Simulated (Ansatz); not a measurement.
# Cs on Mg(0001): change of the work function, part 2 of 2

How does one ordered layer of Cs (fcc site) change the work function of Mg(0001), and what dipole does each adsorbate carry?

Ansatz 0.2.0; plane-wave DFT, PBE, Ansatz PAW.

So far, work function, upper face (eV): step 2 (the clean slab) 3.79.

## (3) Adsorbate added

System of this step: Cs/Mg(0001). The cell holds 17 atoms: 16 Mg and 1 Cs. Its edges and angles: a = 6.420 Å, b = 6.420 Å, c = 29.354 Å, α = 90.0°, β = 90.0°, γ = 60.0°. Vacuum lies along c.

The clean slab as it ended is repeated in the plane and the adsorbate is set on one face; the cell's size fixes the coverage, and the k-mesh shrinks with it to keep the sampling density about even. Adsorbate and upper layers relax, since the dipole depends on the height.

input.yaml

```yaml
crystal:
  lattice:
    - [6.4199999999, 0.0, 0.0]
    - [3.21, 5.5598830922, 0.0]
    - [0.0, 0.0, 29.3540262948]
  atoms:
    - { symbol: Mg, position: [0.3333333333, 0.3333333333, 0.306601892] }
    - { symbol: Mg, position: [0.0, 0.0, 0.3953978879] }
    - { symbol: Mg, position: [0.3333333333, 0.3333333333, 0.4843675379] }
    - { symbol: Mg, position: [0.0, 0.0, 0.5739671477] }
    - { symbol: Mg, position: [0.3333333333, 0.8333333333, 0.306601892] }
    - { symbol: Mg, position: [0.0, 0.5, 0.3953978879] }
    - { symbol: Mg, position: [0.3333333333, 0.8333333333, 0.4843675379] }
    - { symbol: Mg, position: [0.0, 0.5, 0.5739671477] }
    - { symbol: Mg, position: [0.8333333333, 0.3333333333, 0.306601892] }
    - { symbol: Mg, position: [0.5, 0.0, 0.3953978879] }
    - { symbol: Mg, position: [0.8333333333, 0.3333333333, 0.4843675379] }
    - { symbol: Mg, position: [0.5, 0.0, 0.5739671477] }
    - { symbol: Mg, position: [0.8333333333, 0.8333333333, 0.306601892] }
    - { symbol: Mg, position: [0.5, 0.5, 0.3953978879] }
    - { symbol: Mg, position: [0.8333333333, 0.8333333333, 0.4843675379] }
    - { symbol: Mg, position: [0.5, 0.5, 0.5739671477] }
    - { symbol: Cs, position: [0.1666666667, 0.1666666667, 0.693398108] }
kpoints:
  mp_grid: { grid: [6, 6, 1] }
hamiltonian:
  xc: pbe
scf:
  occupations: { method: fermi_dirac, width: 0.1 }
  convergence: { dr2_threshold: 1.0e-08 }
efield:
  axis: 3
  dipole_correction: true
  ramp_position: 0.97
  ramp_width: 0.06
relax:
  f_tol: 0.02
  max_steps: 60
  constraints: [{ sites: [0, 1, 4, 5, 8, 9, 12, 13] }]
output:
  dos: { projected: true, e_range: [-8, 4] }
  write_potential: true
  write_density: true
  volumetric_format: npy
  elf: true
```

On the command line:

```bash
$ ansatz run input.yaml --threads 2 --pin off --max-ram 3072MiB --backend cpu --events-out ev --progress --plain --runs-dir out
```

Numbers of over 12 decimals in the logs are rounded to 6 here.

What it wrote:

```text
[...]
Crystal: 17 atoms, lattice volume = 1047.776 Å³
Basis set: ecut = 420 eV, 20583 PW (Γ), exchange–correlation on 90×90×400 points (8 copies of the dense FFT grid, shifted against one another)
Bands: 102, of which v1, the nominal top of the filled ones, is band 85 counted from 1 (84 counted from 0)
Symmetry: 6 space group operations
[...]
k-points: 7 of 36 (time reversal used)
[...]
SCF iter   1: F=—  HF=-36449.734398 eV  |F-HF|=—  |Δ(HF+E_count)|=         —  Δρ=1.20e-3  dr2=9.41e-1  ethr=1.77e-3  p=0.372 e·Å  D=6.42e-2 V/Å  ΔV_dip=-1.88 eV  dr2_dipole=5.57e-1  V_vac-E_F(+/−)=1.84/3.72 eV  ⟨swp⟩=13.6  Hψ=4043  notcnv=0  defer=1
[...]
SCF iter   9: F=-36449.707050 eV  HF=-36449.707050 eV  |F-HF|=5.99e-9  |Δ(HF+E_count)|=   4.14e-8  Δρ=2.81e-7  dr2=7.62e-9  ethr=5.92e-12  p=0.368 e·Å  D=6.35e-2 V/Å  ΔV_dip=-1.86 eV  dr2_dipole=3.14e-9  V_vac-E_F(+/−)=1.89/3.75 eV  ⟨swp⟩=11.1  Hψ=3884  notcnv=0
SCF 1 converged in 9 iterations: F = -36449.707050 eV  dr2 = 7.62e-9
[...]
relax step   1: F+E_penalty+E_count = -36449.70705036 eV  Δ(F+E_penalty+E_count) = +0.000e0 eV  max|allowed force component| = 1.222e-1 eV/Å  Δτ_max = 0.0000 Å  (9 SCF iters, accepted)
[...]
SCF iter   7: F=-36449.716270 eV  HF=-36449.716270 eV  |F-HF|=3.13e-10  |Δ(HF+E_count)|=   1.74e-8  Δρ=2.34e-7  dr2=2.23e-9  ethr=5.92e-12  p=0.370 e·Å  D=6.40e-2 V/Å  ΔV_dip=-1.88 eV  dr2_dipole=2.14e-10  V_vac-E_F(+/−)=1.88/3.75 eV  ⟨swp⟩=10.0  Hψ=3751  notcnv=0
SCF 2 converged in 7 iterations: F = -36449.716270 eV  dr2 = 2.23e-9
relax step   2: F+E_penalty+E_count = -36449.71627025 eV  Δ(F+E_penalty+E_count) = -9.220e-3 eV  max|allowed force component| = 7.212e-2 eV/Å  Δτ_max = 0.0374 Å  (7 SCF iters, accepted)
SCF iter   1: F=—  HF=-36449.719991 eV  |F-HF|=—  |Δ(HF+E_count)|=         —  Δρ=2.19e-4  dr2=9.21e-4  ethr=2.94e-5  p=0.370 e·Å  D=6.40e-2 V/Å  ΔV_dip=-1.88 eV  dr2_dipole=2.41e-5  V_vac-E_F(+/−)=1.88/3.75 eV  ⟨swp⟩=5.4  Hψ=1845  notcnv=0
[...]
SCF iter   7: F=-36449.719942 eV  HF=-36449.719942 eV  |F-HF|=6.77e-10  |Δ(HF+E_count)|=   2.25e-8  Δρ=3.09e-7  dr2=3.11e-9  ethr=5.92e-12  p=0.372 e·Å  D=6.43e-2 V/Å  ΔV_dip=-1.89 eV  dr2_dipole=1.13e-9  V_vac-E_F(+/−)=1.87/3.75 eV  ⟨swp⟩=10.1  Hψ=3995  notcnv=0
SCF 3 converged in 7 iterations: F = -36449.719942 eV  dr2 = 3.11e-9
[...]
relax step   3: F+E_penalty+E_count = -36449.71994244 eV  Δ(F+E_penalty+E_count) = -3.672e-3 eV  max|allowed force component| = 6.903e-3 eV/Å  Δτ_max = 0.0662 Å  (7 SCF iters, accepted)
NSCF: frozen V_eff on 7 k-points
[...]
SCF converged after 7 iterations
Free energy (F): -36449.719942 eV
[...]
Internal energy: -36449.420252 eV  (E = F + TS)
E sigma→0 (E₀):  -36449.570097 eV
Entropy (-TS):   -0.299691 eV (-17.629 meV/atom)
Fermi energy:    0.732631 eV
Dipole field:    D = 0.064284 V/Å  (p = 0.372227 e·Å, saw-weighted, corrected)
Work function:   Φ+ = 1.8665 eV   Φ− = 3.7536 eV
[...]
--- Forces (eV/Å), atoms counted from 1 ---
  atom   1  Mg     0.00042525     0.00024552    -0.03020190
  atom   2  Mg     0.00849993     0.00490743     0.03256927
  atom   3  Mg     0.00352430     0.00203475    -0.00690328
  atom   4  Mg    -0.00081002    -0.00046766     0.00045673
  atom   5  Mg    -0.00000000    -0.00049104    -0.03020190
  atom   6  Mg    -0.00000000    -0.00981487     0.03256927
  atom   7  Mg    -0.00000000    -0.00406951    -0.00690328
  atom   8  Mg     0.00000000     0.00093533     0.00045673
  atom   9  Mg    -0.00042525     0.00024552    -0.03020190
  atom  10  Mg    -0.00849993     0.00490743     0.03256927
  atom  11  Mg    -0.00352430     0.00203475    -0.00690328
  atom  12  Mg     0.00081002    -0.00046766     0.00045673
  atom  13  Mg     0.00000000     0.00000000    -0.03128975
  atom  14  Mg    -0.00000000     0.00000000     0.04140454
  atom  15  Mg     0.00000000    -0.00000000    -0.00007592
  atom  16  Mg    -0.00000000    -0.00000000     0.00561000
  atom  17  Cs    -0.00000000    -0.00000000    -0.00344452
  max |Σ_I F_I| component: 3.32e-5 eV/Å
--- Band table (eV; the first three rows and the last of 7) ---
  k-point 0: bands = [... 81 lower, -0.3983, -0.3534, -0.3534, -0.3269, 0.5694, 0.8840, 0.8984, 0.8984, ... 13 higher]
  k-point 1: bands = [... 81 lower, -0.2023, 0.0790, 0.0810, 0.4459, 0.7086, 0.7552, 0.7622, 1.2612, ... 13 higher]
  k-point 2: bands = [... 81 lower, -0.0529, 0.0323, 0.8081, 0.8192, 1.1169, 1.5207, 1.5875, 1.6259, ... 13 higher]
  k-point 6: bands = [... 81 lower, 0.4270, 0.4304, 1.0070, 1.0129, 1.0595, 1.0849, 1.1016, 1.1016, ... 13 higher]
--- Relaxed structure (3 steps of the walk, 3 accepted, 0 SCFs on fresh bases) ---
  F+E_penalty+E_count = -36449.71994244 eV   max|allowed force component| = 6.903e-3 eV/Å
  atoms:
    - { symbol: Mg, position: [0.333333, 0.333333, 0.306601892] }
    - { symbol: Mg, position: [2.6667121670171395e-17, 2.66671216701714e-17, 0.3953978879] }
    - { symbol: Mg, position: [0.334131, 0.334131, 0.484304] }
    - { symbol: Mg, position: [-0.0011108, -0.0011108, 0.571983] }
    - { symbol: Mg, position: [0.333333, 0.833333, 0.306601892] }
    - { symbol: Mg, position: [5.551115123125783e-17, 0.500000, 0.3953978879] }
    - { symbol: Mg, position: [0.334131, 0.831739, 0.484304] }
    - { symbol: Mg, position: [-0.0011108, 0.502222, 0.571983] }
    - { symbol: Mg, position: [0.833333, 0.333333, 0.306601892] }
    - { symbol: Mg, position: [0.500000, 2.66671216701714e-17, 0.3953978879] }
    - { symbol: Mg, position: [0.831739, 0.334131, 0.484304] }
    - { symbol: Mg, position: [0.502222, -0.0011108, 0.571983] }
    - { symbol: Mg, position: [0.833333, 0.833333, 0.306601892] }
    - { symbol: Mg, position: [0.5, 0.5, 0.3953978879] }
    - { symbol: Mg, position: [0.833333, 0.833333, 0.483394] }
    - { symbol: Mg, position: [0.5, 0.5, 0.577497] }
    - { symbol: Cs, position: [0.166667, 0.166667, 0.691590] }
```

Wall time 99 s (2 threads of Arm Neoverse V1, shared host); peak memory 1.8 GiB.

Step by step:

```csv
step,energy less that of the first step (eV),largest force component (eV/Å)
1,0.0000,0.1222
2,-0.0092,0.0721
3,-0.0129,0.0069
```

The run keeps the 6 symmetry operations that it works with, so distortions that break them were not tested.

The atoms that moved most (Å):

```csv
atom,dx,dy,dz,length
Mg16,0.000,0.000,0.104,0.104
Mg12,0.011,-0.006,-0.058,0.060
Mg8,0.000,0.012,-0.058,0.060
Mg4,-0.011,-0.006,-0.058,0.060
Cs17,0.000,0.000,-0.053,0.053
Mg15,0.000,0.000,-0.029,0.029
Mg7,0.000,-0.009,-0.002,0.009
Mg11,-0.008,0.004,-0.002,0.009
```

The relaxed structure:

```cif
data_structure
_symmetry_space_group_name_H-M 'P 1'
_symmetry_Int_Tables_number 1
_cell_length_a 6.4200
_cell_length_b 6.4200
_cell_length_c 29.3540
_cell_angle_alpha 90.000
_cell_angle_beta 90.000
_cell_angle_gamma 60.000
_cell_volume 1047.78
loop_
_atom_site_label
_atom_site_type_symbol
_atom_site_fract_x
_atom_site_fract_y
_atom_site_fract_z
_atom_site_occupancy
Mg1 Mg 0.33333 0.33333 0.30660 1
Mg2 Mg 0.00000 0.00000 0.39540 1
Mg3 Mg 0.33413 0.33413 0.48430 1
Mg4 Mg 0.99889 0.99889 0.57198 1
Mg5 Mg 0.33333 0.83333 0.30660 1
Mg6 Mg 0.00000 0.50000 0.39540 1
Mg7 Mg 0.33413 0.83174 0.48430 1
Mg8 Mg 0.99889 0.50222 0.57198 1
Mg9 Mg 0.83333 0.33333 0.30660 1
Mg10 Mg 0.50000 0.00000 0.39540 1
Mg11 Mg 0.83174 0.33413 0.48430 1
Mg12 Mg 0.50222 0.99889 0.57198 1
Mg13 Mg 0.83333 0.83333 0.30660 1
Mg14 Mg 0.50000 0.50000 0.39540 1
Mg15 Mg 0.83333 0.83333 0.48339 1
Mg16 Mg 0.50000 0.50000 0.57750 1
Cs17 Cs 0.16667 0.16667 0.69159 1
```

Numbers from this step:

* energy at zero smearing: -36449.5701 eV
* work function, upper face: 1.866 eV
* work function, lower face: 3.754 eV
* dipole along the normal: 0.3722 e·Å
* step between the vacuum levels: -1.887 eV

Running mean over 2.60652 Å of the planar mean; the ramp of the sawtooth is left out. The electron's electrostatic potential energy less the Fermi level by z:

```csv
z (Å),electron's electrostatic potential energy less the Fermi level (eV)
3.5,3.75
4.0,3.75
4.5,3.75
5.0,3.74
5.5,3.70
6.0,3.61
6.5,3.32
7.0,2.57
7.5,0.668
8.0,-2.10
8.5,-3.60
9.0,-4.03
9.5,-4.08
10.0,-4.04
10.5,-4.02
11.0,-4.02
11.5,-4.01
12.0,-4.01
12.5,-4.02
13.0,-4.03
13.5,-4.02
14.0,-4.01
14.5,-4.01
15.0,-4.00
15.5,-3.96
16.0,-4.00
16.5,-4.05
17.0,-3.95
17.5,-3.36
18.0,-1.67
18.5,0.277
19.0,0.593
19.5,0.0126
20.0,-0.633
20.5,-0.914
21.0,-0.725
21.5,-0.119
22.0,0.619
22.5,1.23
23.0,1.53
23.5,1.68
24.0,1.76
24.5,1.81
25.0,1.84
25.5,1.85
26.0,1.86
```

The density of states has structure finer than the step of the table below, so its rows give means over 0.5 eV, whole bins alone (the curve runs from -8 to 1.98 eV). Peaks (eV: height): -2.44: 30.9, -1.74: 18.9, -1.68: 18.3, -0.90: 17.5, -0.69: 19.2, 1.20: 20.5, 1.65: 23.6.

The density of states by energy, zero at the Fermi level; means over each step:

energy (eV), density of states (states/eV a cell) and a bar:
```
     -7.0        0.0 
     -6.5        0.8 ##
     -6.0        1.5 ####
     -5.5        3.1 ########
     -5.0        3.3 ########
     -4.5        3.2 ########
     -4.0        5.2 ############
     -3.5        3.7 #########
     -3.0        6.6 ################
     -2.5        5.2 #############
     -2.0        7.8 ###################
     -1.5        5.6 #############
     -1.0        8.9 #####################
     -0.5        6.9 ################
      0.0        8.7 #####################
      0.5        8.8 #####################
      1.0       11.8 ############################
      1.5       12.5 ##############################
```

Projected DOS per atom over height of the atomic layer and energy from the Fermi level. Layers: Mg4 Mg4 Mg4 Mg4 Cs from below.

Ten even steps from '0' (0.00 states/eV) to '9' (0.99 states/eV), each cell a mean:
```
01002
11001
21126
10019
11116
11114
22223
12211
43341
22220
32330
32230
22220
32230
11110
12210
12210
01100
01100
00000
00000
00000
```
Columns: height of the atomic layer (Å) from 9 to 20.3 (not evenly spaced); rows upwards: energy from the Fermi level (eV) from -7.96 to 1.95.

Electrostatic potential energy in the ca plane at fractional y = 0.000, with atoms of Mg within 0.2 Å of it. With pseudopotentials it is smooth inside the atoms' cores, unlike the true potential.

Ten even steps from '0' (-50 eV) to '9' (4 eV), each cell a mean:
```
84003799999999850016899999999999999999999999
87557899999999985468999999999999999999999999
99888999988999998889999999999999999999999999
99999999888899999999999999999999999999999999
99999999888899999999999999999999999999999999
98888999988999998889999999999999999999999999
87446899999999975468999999999999999999999999
84003799999999850016899999999999999999999999
73002799999999850016899999999999999999999999
85215899999999873147999999889999999999999999
98778999999999987788999998778899999999999999
99999999988899999999999987557899999999999999
99999999888899999999999986556899999999999999
99999999988899999999999987557899999999999999
98778999999999987788999998778899999999999999
85215899999999872147999999889999999999999999
73001799999999850006899999999999999999999999
```
Columns run along c (16.0 Å, from fractional 0.36 to 0.91 of the cell; values clipped at the 3rd and 97th percentile), rows up along a (6.4 Å). Atoms in or near the plane, at fractional coordinates: Mg at (0.40, 0.00), Mg at (0.57, 0.00), Mg at (0.40, 0.50), Mg at (0.57, 0.50).

ELF in the ca plane at fractional y = 0.000, with atoms of Mg within 0.2 Å of it. It is the smooth field of the valence electrons, not physical close to the nuclei.

Ten even steps from '0' (0.01) to '9' (0.89), each cell a mean:
```
03433036777775114341143100000000001121100000
20221156655666302210354200000000012221100000
42112455311245531124554210000001122221100000
55555554100035555667654211000112222221100000
55555554100035555667654211000112222221100000
42112455311245531123554210000001122221100000
21221156655665302210354200000000012221100000
03333036777775114341143100000000001121100000
03334036777775124241142001222100000111110000
11332046666765213430241014666310000111110000
31110255533455410112430147998631000011110000
54334554200135544356630269999852000011110000
56666554100025556677620279999862000011110000
54334554200135544456630269999852000011110000
31000255533455410002430147998631000011110000
11442046666765213430241014666310000111110000
03324036777775124241142000121100000111110000
```
Columns run along c (16.0 Å, from fractional 0.36 to 0.91 of the cell), rows up along a (6.4 Å). Atoms in or near the plane, at fractional coordinates: Mg at (0.40, 0.00), Mg at (0.57, 0.00), Mg at (0.40, 0.50), Mg at (0.57, 0.50).

Valence density in the ca plane at fractional y = 0.000, with atoms of Mg within 0.2 Å of it. It is the smooth field of the valence electrons, not physical close to the nuclei.

Ten steps, logarithmic in the rise over the least value, from '0' (0 e/Å³) to '9' (25 e/Å³), each cell a mean:
```
04885100000000027962000000000000000000000000
01331000000000013420000000000000000000000000
00000000000000000000000000000000000000000000
00000000000000000000000000000000000000000000
00000000000000000000000000000000000000000000
00000000000000000000000000000000000000000000
01341000000000013420000000000000000000000000
04885100000000037962000000000000000000000000
15996100000000038972000000000000000000000000
03663000000000015741000000000000000000000000
00110000000000001110000001111000000000000000
00000000000000000000000012222100000000000000
00000000000000000000000012332100000000000000
00000000000000000000000012222100000000000000
00110000000000001110000001111000000000000000
02663000000000015641000000000000000000000000
15996100000000038972000000000000000000000000
```
Columns run along c (16.0 Å, from fractional 0.36 to 0.91 of the cell), rows up along a (6.4 Å). Atoms in or near the plane, at fractional coordinates: Mg at (0.40, 0.00), Mg at (0.57, 0.00), Mg at (0.40, 0.50), Mg at (0.57, 0.50).

The relaxation took 3 steps and lowered the energy by 0.013 eV; the largest force on the free atoms ends at 0.0069 eV/Å.

By hand: a sheet of dipoles makes a step −p/(ε₀A) in the electron's potential. With e/ε₀ = 180.95 V·Å, p = 0.3722 e·Å and A = 35.69 Å², that is −180.95 × (0.3722) / 35.69 = -1.887 eV, and the two vacuum levels of the run differ by -1.887 eV.

The covered face has 1.87 eV, -1.92 eV against the clean one; the bare back face has moved by -0.04 eV, a measure of how thin the slab is.

## (4) Work function against coverage

This step: plane-wave DFT, PBE, Ansatz PAW; work function against coverage (Ansatz 0.2.0).

The runs are now put side by side.

Numbers from this step:

| Quantity | Value |
| --- | --- |
| work function of the clean face | 3.787 eV |
| largest change of the work function | -1.921 eV |

Table of work function of the covered face by coverage:

```csv
coverage (adsorbates/nm²),work function of the covered face (eV)
0.00,3.79
2.80,1.87
```

The dipole per adsorbate comes from the change of the cell's dipole. Coverage, by row:

```csv
coverage (1/nm²),coverage (ML),work function (eV),change (eV),"dipole per adsorbate, positive end outwards (debye)",mean height of the added atoms over the highest substrate atom (Å)
2.802,0.25,1.867,-1.921,1.784,3.349
```

## (5) What came out

```yaml
work_function_of_the_clean_face: 3.79 eV
work_function_at_0p25_ml: 1.87 eV
dipole_per_adsorbate_at_0p25_ml_positive_end_outwards: 1.78 D
```

What this shows: Cs lowers the work function of Mg(0001) at the lowest coverage, by 1.92 eV: the adsorbate layer has its positive end outwards. One coverage alone was completed, so no trend follows. The slab has 4 layers, at the tabulated experimental lattice constant, one starting site was run, and quantum-size effects of a slab this thin can reach one or two tenths of an eV.

[Logs are printed without paths, hosts, clocks, repeated set-up lines and the standing remarks that a program may print on its own settings, such as how far it seeks lower states.]

[Hosts, paths, dates, database ids (printed as entryN), source tags and the programs' standing remarks are cut or masked in the printed files.]

[Maps of the electrostatic potential energy from Ansatz leave out the sawtooth potential of an applied field or a dipole correction, so their vacuum need not be flat; planar profiles and work functions include it.]

[The density of states shown here was stored with 400 of the rows of the run's finer table, so its peaks can read low, often by over a quarter, or be missed, and its means over a window can be off by a tenth or more.]
